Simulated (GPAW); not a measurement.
**N K-edge XANES of TaN (P-6m2)**

Aim: the dependence of the N K near-edge features of TaN (P-6m2) on volume.

Method: X-ray absorption from dipole matrix elements to empty bands, plane-wave PAW LDA, without spin-orbit coupling, in GPAW 26.7.0.

## 1. Set-up

Symmetry: P-6m2, No. 187, hexagonal system. Conventional cell: a = 2.938 Å, b = 2.938 Å, c = 2.883 Å, α = 90.00°, β = 90.00°, γ = 120.00°. Nearest to Ta lie 6 N at 2.23 Å. Nearest to N lie 6 Ta at 2.23 Å. Farther neighbours and most contacts between anions are not listed.

## 2. The field without a hole

The ground state comes first: it tells whether the system has a gap, which decides how the excited electron is treated.

Input file scf.py:

```python
import numpy as np
from ase import Atoms
from ase.parallel import parprint, paropen
from gpaw import GPAW, PW, FermiDirac, Mixer, MixerDif, setup_paths
from gpaw.test import gen
setup_paths.insert(0, '.')
gen('N', name='nch1s', xcname='LDA', corehole=(1, 0, 0), write_xml=True)
from gpaw.mpi import world
world.barrier()

atoms = Atoms('TaN',
    cell=[[2.938, 0, 0],
     [-1.469, 2.54438264, 0],
     [0, 0, 2.883]],
    scaled_positions=[[0, 0, 0.5],
     [0.66666667, 0.33333333, 0]],
    pbc=True)
atoms.calc = calc = GPAW(legacy_gpaw=True, mode=PW(500, force_complex_dtype=True), xc='LDA', setups={1: 'nch1s'},
    kpts={'size': (10, 10, 9), 'gamma': True}, occupations=FermiDirac(0.05),
    charge=0, mixer=Mixer(0.1, 5, 50), maxiter=150,
    convergence={'density': 0.0001, 'eigenstates': 1e-6}, txt='scf.txt')
energy = atoms.get_potential_energy() + calc.get_reference_energy()
ef = calc.get_fermi_level()
out = dict(energy=energy, fermi=ef, forces=atoms.get_forces().tolist())
parprint(f'all-electron energy {energy:.4f} eV, Fermi level {ef:.4f} eV')
ev = np.array([[calc.get_eigenvalues(k, s) for k in range(len(calc.get_ibz_k_points()))] for s in range(calc.get_number_of_spins())])
out['homo'], out['lumo'], out['counts'] = ev[ev < ef].max(), ev[ev > ef].min(), sorted(set((ev < ef).sum((0, 2)).tolist()))
out['filled'] = (ev[:, 0] < ef).sum(1).tolist()
import json
with paropen('out.json', 'w') as f:
    json.dump(out, f)
```

Started as:

```
> OMP_NUM_THREADS=1 mpirun -n 4 gpaw python scf.py
```

Numbers of over 12 decimals in the logs are rounded to 6 here.

The log of the run:

```text
Input parameters:
  convergence: {density: 0.0001,
                eigenstates: 1e-06}
  kpts: {gamma: True,
         size: (10, 10, 9)}
  maxiter: 150
  mixer: {backend: pulay,
          beta: 0.1,
          method: separate,
          nmaxold: 5,
          weight: 50}
  mode: {ecut: 500.0,
         force_complex_dtype: True,
         name: pw}
  occupations: {fixmagmom: False,
                name: fermi-dirac,
                width: 0.05}
  setups: {1: nch1s}

Initialize ...

[... PAW data sets ...]

Reference energy: -425393.194025  # eV

Spin-paired calculation

[... convergence settings ...]
Symmetries present (total): 4
  [... symmetry matrices ...]

900 k-points: 10 x 10 x 9 Monkhorst-Pack grid + [1/20,1/20,0.000000]
155 k-points in the irreducible part of the Brillouin zone
       k-points in crystal coordinates                weights
   0:     0.00000000    0.00000000    0.00000000          1/900
   1:     0.00000000    0.00000000    0.11111111          2/900
   2:     0.00000000    0.00000000    0.22222222          2/900
   3:     0.00000000    0.00000000    0.33333333          2/900
   4:     0.00000000    0.00000000    0.44444444          2/900
   5:     0.00000000    0.10000000    0.00000000          2/900
   6:     0.00000000    0.10000000    0.11111111          4/900
   7:     0.00000000    0.10000000    0.22222222          4/900
   8:     0.00000000    0.10000000    0.33333333          4/900
   9:     0.00000000    0.10000000    0.44444444          4/900
          ...
 154:     0.50000000    0.50000000    0.44444444          4/900

Wave functions: Plane wave expansion
  Cutoff energy: 500.000 eV
  Number of coefficients (min, max): 537, 569
  Pulay-stress correction: 0.000000 eV/Ang^3 (de/decut=0.000000)
  Using FFTW library
  Wavefunction extrapolation:
    Improved wavefunction reuse through dual PAW basis

Occupation numbers: Fermi-Dirac:
  width: 0.0500  # eV

Eigensolver
   Davidson(niter=2)

Densities:
  Coarse grid: 16*16*15 grid
  Fine grid: 32*32*30 grid
  Total Charge: 0.000000

Density mixing:
  Method: separate
  Backend: pulay
  Linear mixing parameter: 0.1
  old densities: 5
  Width of damping distribution: 1.1
  Damping of long wavelength oscillations: 50

[... Hamiltonian set-up ...]
Number of atoms: 2
Number of atomic orbitals: 17
Number of bands in calculation: 15
Number of valence electrons: 18
Bands to converge: occupied

... initialized

Initializing position-dependent things.

Density initialized from atomic densities
Creating initial wave functions:
  15 bands from LCAO basis set

       Ta

           N

Atomic positions and initial magnetic moments

Positions:
   0 Ta     0.000000    0.000000    1.441500    ( 0.0000,  0.0000,  0.0000)
   1 N      1.469000    0.848128    0.000000    ( 0.0000,  0.0000,  0.0000)

Unit cell:
           periodic     x           y           z      points  spacing
  1. axis:    yes    2.938000    0.000000    0.000000    16     0.1590
  2. axis:    yes   -1.469000    2.544383    0.000000    16     0.1590
  3. axis:    yes    0.000000    0.000000    2.883000    15     0.1922

  Lengths:   2.938000   2.938000   2.883000
  Angles:   90.000000  90.000000 120.000000

Effective grid spacing dv^(1/3) = 0.1777

iter:   1   -23.451108
iter:   2   -22.824362   -1.41  -1.04
iter:   3   -22.324306   -1.52  -1.16
iter:   4   -22.320908   -3.07  -1.48
iter:   5   -22.314628   -2.25  -1.54
iter:   6   -22.311387   -3.24  -2.33
iter:   7   -22.308782c  -3.31  -2.55
iter:   8   -22.308451c  -5.03  -3.04
iter:   9   -22.308462c  -5.35  -3.46
iter:  10   -22.308448c  -5.93  -3.66
iter:  11   -22.308448c  -7.10c -4.40c

Converged after 11 iterations.

Dipole moment: (0.548325, -0.316576, -0.000000) |e|*Ang

Energy contributions relative to reference atoms: (reference = -425393.194025)

Kinetic:        +14.077935
Potential:      -15.082510
External:        +0.000000
XC:             -20.987099
Entropy (-ST):   -0.000356
Local:           -0.316596
SIC:             +0.000000
--------------------------
Free energy:    -22.308626
Extrapolated:   -22.308448

Showing only first 2 kpts
 Kpt  Band  Eigenvalues  Occupancy
  0     7      9.65626    2.00000
  0     8     10.93382    2.00000
  0     9     16.10372    0.00000
  0    10     17.42204    0.00000

  1     7      9.40860    2.00000
  1     8     11.64451    2.00000
  1     9     16.14020    0.00000
  1    10     16.14022    0.00000

Fermi level: 13.86420

No gap
No difference between direct/indirect transitions

Forces in eV/Ang:
  0 Ta    0.00000   -0.00001    0.00000
  1 N     0.00000   -0.00007    0.00000
Scalar-relativistic atomic LDA calculation for N (Nitrogen, Z=7)
Core hole in 1s state (1s occupation: 2.0)
300 radial gridpoints.
|------------------------------------------------|
|------------------------------------------------|
[... the atom generator's iteration count ...]

Energy contributions:
-------------------------
Kinetic:      +53.816217
XC:            -6.142385
Potential:   -101.727472
-------------------------
Total:        -54.053639

state      eigenvalue         ekin         rmax
-----------------------------------------------
1s^2.0 :   -14.019608    21.782698        0.149
2s^2.0 :    -0.676924     2.368146        1.016
2p^3.0 :    -0.265967     1.838177        0.965
-----------------------------------------------
(units: Bohr and Hartree)

Generating PAW setup
Kinetic energy of the core from tauc = 43.592016
Cutoffs:
rc(s)=1.140
rc(p)=1.000
rc(d)=1.090
rc(vbar)=1.120
rc(comp)=1.090
rc(nct)=1.140

Kinetic energy of the core states: 43.565395
Charge: 0.0
Core electrons: 2.0
Valence electrons: 5.0
Pseudo-core charge: 0.013034
Shape function alpha=8.417
Pseudo-electron charge 5.012684
state    eigenvalue         norm
--------------------------------
2s(2) :    -0.676924     1.071713
*s    :     0.323076
2p(3) :    -0.265967     0.952074
*p    :     0.734033
*d    :     0.000000
--------------------------------

Diagonalizing with gridspacing h=0.050

state   all-electron     PAW
-------------------------------
2s:      -0.676924    -0.677975
2p:      -0.265967    -0.268121
*d:                    0.048644
*f:                    0.076426
-------------------------------
all-electron energy -425415.5025 eV, Fermi level 13.8642 eV
```

Wall time 6.9 s (4 MPI ranks of Intel Xeon Platinum 8375C at 2.90GHz (Ice Lake), shared host); peak memory 0.17 GiB; 27 s of CPU time.

The mesh shows no gap, so the system is treated as a metal and the core electron is put at the Fermi level (neutral cell).

## 3. Supercell without a hole, the energy reference

The photon energy needs a difference of total energies, so the cell and mesh of the coming hole run are first run without a hole.

scf.py, as its differences from that of step 2:

```diff
@@ -10,11 +10,25 @@
 
-atoms = Atoms('TaN',
-    cell=[[2.938, 0, 0],
-     [-1.469, 2.54438264, 0],
-     [0, 0, 2.883]],
-    scaled_positions=[[0, 0, 0.5],
-     [0.66666667, 0.33333333, 0]],
+atoms = Atoms('Ta8N8',
+    cell=[[0, 0, -5.766],
+     [2.938, -5.08876527, 0],
+     [-2.938, -5.08876527, 0]],
+    scaled_positions=[[0.75, 0, 0],
+     [0.75, 0.5, 0],
+     [0.25, 0, 0],
+     [0.75, 0, 0.5],
+     [0.25, 0.5, 0],
+     [0.75, 0.5, 0.5],
+     [0.25, 0, 0.5],
+     [0.25, 0.5, 0.5],
+     [0, 0.16666667, 0.66666667],
+     [0, 0.66666667, 0.66666667],
+     [0.5, 0.16666667, 0.66666667],
+     [0, 0.16666667, 0.16666667],
+     [0.5, 0.66666667, 0.66666667],
+     [0, 0.66666667, 0.16666667],
+     [0.5, 0.16666667, 0.16666667],
+     [0.5, 0.66666667, 0.16666667]],
     pbc=True)
-atoms.calc = calc = GPAW(legacy_gpaw=True, mode=PW(500, force_complex_dtype=True), xc='LDA', setups={1: 'nch1s'},
-    kpts={'size': (10, 10, 9), 'gamma': True}, occupations=FermiDirac(0.05),
+atoms.calc = calc = GPAW(legacy_gpaw=True, mode=PW(500, force_complex_dtype=True), xc='LDA', setups={8: 'nch1s'},
+    kpts={'size': (4, 5, 5), 'gamma': True}, occupations=FermiDirac(0.1),
     charge=0, mixer=Mixer(0.1, 5, 50), maxiter=150,
```

The log of the run:

```text
Input parameters:
  convergence: {density: 0.0001,
                eigenstates: 1e-06}
  kpts: {gamma: True,
         size: (4, 5, 5)}
  maxiter: 150
  mixer: {backend: pulay,
          beta: 0.1,
          method: separate,
          nmaxold: 5,
          weight: 50}
  mode: {ecut: 500.0,
         force_complex_dtype: True,
         name: pw}
  occupations: {fixmagmom: False,
                name: fermi-dirac,
[...]
2s(2) :    -0.676924     1.071713
*s    :     0.323076
2p(3) :    -0.265967     0.952074
*p    :     0.734033
*d    :     0.000000
--------------------------------

Diagonalizing with gridspacing h=0.050

state   all-electron     PAW
-------------------------------
2s:      -0.676924    -0.677975
2p:      -0.265967    -0.268121
*d:                    0.048644
*f:                    0.076426
-------------------------------
all-electron energy -3403323.9950 eV, Fermi level 13.8327 eV
[key lines of the parts left out:]
Converged after 17 iterations.
Dipole moment: (-0.000009, 5.061018, -0.000000) |e|*Ang
Free energy:   -178.456672
Fermi level: 13.83269
```

Wall time 90 s (4 MPI ranks); peak memory 0.4 GiB.

Reference energy: -3403323.995 eV with the cores included.

[end of part 1 of 4]

[Banner, clock and machine lines of the logs are left out without a mark of their own.]

[Logs are printed without paths, hosts, clocks, repeated set-up lines and the standing remarks that a program may print on its own settings, such as how far it seeks lower states.]

[Hosts, paths, dates, database ids (printed as entryN), source tags and the programs' standing remarks are cut or masked in the printed files.]

[Lists of maxima count a maximum above −3 eV only where it reaches 4 % of the highest in the window and stands out from its surroundings by 2 % of it (1.5 % where it reaches 55 %); shoulders and weaker maxima are passed over, and of the rest the first, up to two pre-edge ones and the few strongest are named.]
